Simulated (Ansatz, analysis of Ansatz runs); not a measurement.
# Bond-centred H+ along c in ZnO: local vibrational mode, PBE, part 2 of 2

How near does this set-up come to the measured local vibrational mode? Subject: bond-centred H+ along c in ZnO. Set-up: PBE, 72-site cell, PBE lattice, 420 eV, k: the single point 1/4 1/4 1/4, anharmonic cut along the mode. The model is a cell of 72 host atoms with 1 H put in. The frequencies come from force constants among the defect atom and its neighbours, with the masses of the isotopes named.

Ansatz 0.2.0; PBE, 72-site cell, PBE lattice, 420 eV, k: the single point 1/4 1/4 1/4, anharmonic cut along the mode.

So far: The starting structure; Relaxation, charge +1.

**3. Local vibrational modes**

A local mode lives on the defect and the atoms next to it, so only the sites listed in the input are displaced, which costs far fewer SCF runs than the whole cell would.

This step: plane-wave PAW DFT, PBE; finite-displacement force constants among the atoms nearest to a defect, the others at rest.

The input, modes/input.yaml:

```yaml
crystal:
  lattice:
    - [9.83855992, 0.0, 0.0]
    - [-4.91927996, 8.52044282, 0.0]
    - [0.0, 0.0, 10.58650211]
  atoms:
    - { symbol: Zn, position: [0.110700794, 0.221818958, 0.250421046] }
    - { symbol: Zn, position: [0.221580034, 0.109449782, 0.00110877] }
[... 8 atom lines left out ...]
    - { symbol: O, position: [0.217949256, 0.442557865, 0.185406235] }
    - { symbol: O, position: [0.112026138, 0.555315763, 0.439914799] }
[... 1 atom line left out ...]
    - { symbol: Zn, position: [0.208059531, 0.437160099, 0.509648384] }
[... 13 atom lines left out ...]
    - { symbol: O, position: [0.444744222, 0.22318398, 0.439942849] }
[... 4 atom lines left out ...]
    - { symbol: Zn, position: [0.444010768, 0.555958524, 0.173732803] }
[... 1 atom line left out ...]
    - { symbol: O, position: [0.557106652, 0.443005004, 0.185614886] }
    - { symbol: O, position: [0.444689698, 0.55556703, 0.464187488] }
[... 1 atom line left out ...]
    - { symbol: Zn, position: [0.563070803, 0.437069132, 0.510044018] }
[... 4 atom lines left out ...]
    - { symbol: O, position: [0.557404038, 0.782020001, 0.185508048] }
    - { symbol: O, position: [0.444794314, 0.888097031, 0.439924644] }
[... 1 atom line left out ...]
    - { symbol: Zn, position: [0.562985582, 0.792126792, 0.509819632] }
[... 26 atom lines left out ...]
    - { symbol: H, position: [0.445379004, 0.555487482, 0.372151229] }
total_charge: 1
basis:
  ecutwfc: 420
  xc_grid: 2
hamiltonian:
  xc: pbe
kpoints:
  mp_grid: { grid: [1, 1, 1], shift: [0.25, 0.25, 0.25] }
scf:
  occupations: { method: fermi_dirac, width: 0.01 }
  max_iter: 120
output: {}
checkpoint:
  read: "../relax.run"
phonons:
  supercell: [1, 1, 1]
  displaced_sites: [32, 35, 37, 45, 72]
```

Command:

```sh
$ ansatz run input.yaml --threads 2 --pin off --max-ram 4710MiB --backend cpu --events-out ev --progress --plain --runs-dir out
```

Numbers of over 12 decimals in the logs are rounded to 6 here.

What it wrote:

```text
[...]
Crystal: 73 atoms, lattice volume = 887.455 Å³
Basis set: ecut = 420 eV, 17351 PW (Γ), exchange–correlation on 144×144×144 points (8 copies of the dense FFT grid, shifted against one another)
Bands: 397, of which v1, the nominal top of the filled ones, is band 324 counted from 1 (323 counted from 0)
Symmetry: 1 space group operations
k-points: 1
[...]
Stability of the state it starts from, as read at its close in the unpolarized treatment: not read negative (Ritz values of 1 − χ₀K, real part plus size of imaginary part, from 1.0 to 1.4, by its mixing steps under no symmetry)
[...]
iter 1 solved again at ethr=1.18e-11 eV; its pass at ethr=3.10e-3 eV (dr2=7.66e-8 eV) is discarded
[...]
SCF iter   6: F=-139950.514225 eV  HF=-139950.514225 eV  |F-HF|=2.91e-11  |Δ(HF+E_count)|=  8.73e-11  Δρ=6.53e-8  dr2=4.86e-11  ethr=1.00e-12  ⟨swp⟩=4.0  Hψ=1415  notcnv=0
[...]
symmetry images taken by strict's conditions (phonons.symmetry_images: auto; settled by no image being taken that strict refuses)
  force constants formed among 5 of 73 sites (Zn 32, O 35, Zn 37, Zn 45, H 72); the other 68 at rest. The modes move the named sites alone.
  the frequencies, the zero-point energy and the sums are of the block with the acoustic sum rule laid on its rows. Row sums over every site: 5.0e-4 eV/Å² at the most
  transpose residual: 2.5e-4 eV/Å²
  largest component of a force at the reference: 9.9e-3 eV/Å on a named site, 3.7e-3 eV/Å on a site at rest
  frequencies among the named sites at Γ of the cell (cm⁻¹): 119.07 130.36 169.54 203.75 209.62 214.76 217.95 236.33 236.90 323.70 350.94 358.65 613.32 618.21 3603.17
  unstable modes among the named sites: 0
  frequencies as built, with no sum rule (cm⁻¹): 119.07 130.36 169.55 203.76 209.62 214.76 217.95 236.33 236.90 323.71 350.95 358.65 613.30 618.18 3603.18
  zero-point energy: 0.471530 eV/cell   skipped modes (ω ≤ 0): 0
  not written: the harmonic force-constant file, the file of eigenvectors (these modes' are written with the force constants), the density of states and the dispersion, which are of every site
[key lines of the parts left out:]
SCF converged after 6 iterations
Free energy (F): -139950.514225 eV
Fermi energy:    7.698325 eV
```

It took 36 min on 2 threads of Arm Neoverse V1, shared host; peak memory 2.1 GiB; 70 min of CPU time.

The column dr2 measures how far the density is from self-consistency, as an energy; F and HF (Harris–Foulkes) agree once it is small.

This step gave:

| Property | Result |
| --- | --- |
| free energy | -139950.5142 eV |

The modes with the largest weight on the probed atoms (the light atom of a pair), for the masses of each isotope. Modes of the displaced atoms (local only where they lie over the host's phonons):

```
isotopes  mode (cm⁻¹)  share of the defect atoms
       H         3604                      0.943
       H        618.3                      0.883
       H        613.4                       0.88
       D         2621                      0.891
       D        472.6                      0.615
       D        469.9                      0.604
```

**4. Point 1 along the mode**

A light atom samples the curved part of its well, so the energy is mapped along the mode and the one-dimensional Schrödinger equation solved on it.

This step: plane-wave PAW DFT, PBE; single point of a defect supercell.

The input, cut0/input.yaml:

```yaml
crystal:
  lattice:
    - [9.83855992, 0.0, 0.0]
    - [-4.91927996, 8.52044282, 0.0]
    - [0.0, 0.0, 10.58650211]
  atoms:
    - { symbol: Zn, position: [0.110700794, 0.221818958, 0.250421046] }
    - { symbol: Zn, position: [0.221580034, 0.109449782, 0.00110877] }
[... 8 atom lines left out ...]
    - { symbol: O, position: [0.217949256, 0.442557865, 0.185406235] }
    - { symbol: O, position: [0.112026138, 0.555315763, 0.439914799] }
[... 1 atom line left out ...]
    - { symbol: Zn, position: [0.208059531, 0.437160099, 0.509648384] }
[... 13 atom lines left out ...]
    - { symbol: O, position: [0.444744222, 0.22318398, 0.439942849] }
[... 4 atom lines left out ...]
    - { symbol: Zn, position: [0.444010674, 0.555958529, 0.173728722] }
[... 1 atom line left out ...]
    - { symbol: O, position: [0.557106652, 0.443005004, 0.185614886] }
    - { symbol: O, position: [0.444701881, 0.555565723, 0.462556552] }
[... 1 atom line left out ...]
    - { symbol: Zn, position: [0.563069018, 0.437070931, 0.51004151] }
[... 4 atom lines left out ...]
    - { symbol: O, position: [0.557404038, 0.782020001, 0.185508048] }
    - { symbol: O, position: [0.444794314, 0.888097031, 0.439924644] }
[... 1 atom line left out ...]
    - { symbol: Zn, position: [0.562983836, 0.792123267, 0.509817165] }
[... 26 atom lines left out ...]
    - { symbol: H, position: [0.445194146, 0.55550677, 0.398670143] }
total_charge: 1
basis:
  ecutwfc: 420
  xc_grid: 2
hamiltonian:
  xc: pbe
kpoints:
  mp_grid: { grid: [1, 1, 1], shift: [0.25, 0.25, 0.25] }
scf:
  occupations: { method: fermi_dirac, width: 0.01 }
  max_iter: 120
output:
  forces: true
checkpoint:
  read: "../relax.run"
```

What it wrote:

```text
[...]
Warning: checkpoint.read: the run can stay near the saved state's solution: 5 site(s) moved relative to the saved geometry (max |Δs| = 2.652e-2 fractional); [...]
[...]
Crystal: 73 atoms, lattice volume = 887.455 Å³
Basis set: ecut = 420 eV, 17351 PW (Γ), exchange–correlation on 144×144×144 points (8 copies of the dense FFT grid, shifted against one another)
Bands: 397, of which v1, the nominal top of the filled ones, is band 324 counted from 1 (323 counted from 0)
Symmetry: 1 space group operations
[...]
k-points: 1
[...]
SCF iter   4: F=—  HF=-139945.959475 eV  |F-HF|=—  |Δ(HF+E_count)|=   6.66e-3  Δρ=5.39e-4  dr2=1.73e-3  ethr=3.49e-6  ⟨swp⟩=2.0  Hψ=660  notcnv=0  defer=45
automatic band count: iteration 4 solves 375 bands in place of 397: the levels show a gap, and the empty bands left out lie too high to hold charge; the band table lists the bands solved (type scf.n_extra_bands for more)
[...]
Internal energy: -139945.958784 eV  (E = F + TS)
E sigma→0 (E₀):  -139945.958784 eV
Fermi energy:    7.702159 eV
[...]
--- Forces (eV/Å), atoms counted from 1 ---
  atom   1  Zn    -0.00041719     0.01914802    -0.02656843
  atom   2  Zn    -0.00016226     0.00363647     0.00211171
  [... 8 atoms left out ...]
  atom  11  O     -0.01727818    -0.00740419     0.00663971
  atom  12  O      0.02357207     0.00015110     0.01150738
  [... 1 atom left out ...]
  atom  14  Zn    -0.02687222    -0.01805685     0.05420827
  [... 18 atoms left out ...]
  atom  33  Zn    -0.00051804     0.00004146     0.17716072
  [... 1 atom left out ...]
  atom  35  O      0.02347593    -0.01308990     0.00576902
  atom  36  O     -0.33941615     0.03130148    45.24980117
  [... 1 atom left out ...]
  atom  38  Zn     0.03435503    -0.02014057     0.05550834
  [... 4 atoms left out ...]
  atom  43  O     -0.00255594     0.02016439     0.00602918
  [... 2 atoms left out ...]
  atom  46  Zn     0.00201564     0.03489914     0.05486190
  [... 26 atoms left out ...]
  atom  73  H      0.33341888    -0.02995257   -45.52841528
  max |Σ_I F_I| component: 2.66e-5 eV/Å
[key lines of the parts left out:]
SCF converged after 10 iterations
Free energy (F): -139945.958784 eV
```

Run time: 75 s. Hardware: 2 threads; peak memory 2 GiB; 2.4 min of CPU time.

Read from the output:

| Item | Value |
| --- | --- |
| free energy | -139945.9588 eV |

The other runs of this kind differ in structure, charge or spin alone:

```
                   run    outcome  energy less the first (eV)  moment (μB)  time
point 1 along the mode  converged                      0.0000         0.00  75 s
point 2 along the mode  converged                     -2.6421         0.00  73 s
point 3 along the mode  converged                     -3.8248         0.00  73 s
point 4 along the mode  converged                     -4.4054         0.00  64 s
point 5 along the mode  converged                     -4.4491         0.00  62 s
point 6 along the mode  converged                     -4.1969         0.00  66 s
point 7 along the mode  converged                     -3.8932         0.00  67 s
point 8 along the mode  converged                     -3.5135         0.00  66 s
point 9 along the mode  converged                     -3.1281         0.00  66 s
```

**5. Anharmonic fundamental**

Analysis of the runs above: one-dimensional Schroedinger equation on a polynomial through PBE energies along the local mode.

It gives:

* stretch: 3422 cm⁻¹
* stretch d: 2519 cm⁻¹
* stretch harmonic: 3603 cm⁻¹
* stretch d harmonic: 2621 cm⁻¹

Table of energy by normal coordinate:

```
normal coordinate (amu½ Å)  energy (eV)
                    -0.290         4.56
                    -0.213         1.91
                    -0.145        0.731
                    -0.073        0.150
                     0.000            0
                     0.073        0.106
                     0.145        0.359
                     0.213        0.662
                     0.290         1.04
                     0.368         1.43
```

**6. Summary of results**

| Quantity | Value |
| --- | --- |
| distance from the defect atom to its nearest neighbour | 0.974 Å |
| O-H stretch, 1H | 3422 cm⁻¹ |
| O-D stretch, 2H | 2519 cm⁻¹ |
| time of the whole chain | 54 min on 2 threads |

In words: O-H stretch, 1H: computed 3422 cm⁻¹, measured 3611.3 cm⁻¹; 189 cm⁻¹ (5 %) below the measurement. O-D stretch, 2H: computed 2519 cm⁻¹, measured 2668 cm⁻¹; 149 cm⁻¹ (6 %) below the measurement. The anharmonic cut moves the O-H stretch, 1H from 3603 to 3422 cm⁻¹; a straight cut leaves out the coupling to the other modes. Only the named neighbours move, so modes near the host's band are approximate.

[Logs are printed without paths, hosts, clocks, repeated set-up lines and the standing remarks that a program may print on its own settings, such as how far it seeks lower states.]

[Hosts, paths, dates, database ids (printed as entryN), source tags and the programs' standing remarks are cut or masked in the printed files.]

[For some hosts the program warned that the k-mesh of the response run may be too coarse for force constants and the static dielectric constant; such warnings are not shown here.]
